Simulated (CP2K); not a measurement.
Two runs for the N K edge of isocyanoketene. Run A: CP2K XAS_TDP, all-electron GAPW, PBEh(45%), aug-cc-pVDZ, TDA, no relativity. Run B differs in one setting.

First lines with a strength over 0.0015. A:

```tsv
atom	energy (eV)	states	strength, one atom
N2 (bonded to 2 C)	397.23	1	0.0307
	397.33	1	0.0364
	397.77	1	0.0155
	400.69	1	0.0110
	402.29	1	0.0049
```

B:

```tsv
atom	energy (eV)	states	strength, one atom
N2 (bonded to 2 C)	402.30	1	0.0303
	402.40	1	0.0360
	402.84	1	0.0153
	405.76	1	0.0108
	407.36	1	0.0048
```

Which was it: GW2X switched on, the basis, the functional, scalar relativity switched on?

GW2X switched on. GW2X shifts an atom's lines together and keeps their spacings. Against PBEh(45%) in aug-cc-pVDZ, the leading line moves by +5.07 eV, to 402.30 eV.

[Banner, clock and machine lines of the logs are left out without a mark of their own.]

[Logs are printed without paths, hosts, clocks, repeated set-up lines and the standing remarks that a program may print on its own settings, such as how far it seeks lower states.]

[Hosts, paths, dates, database ids (printed as entryN), source tags and the programs' standing remarks are cut or masked in the printed files.]
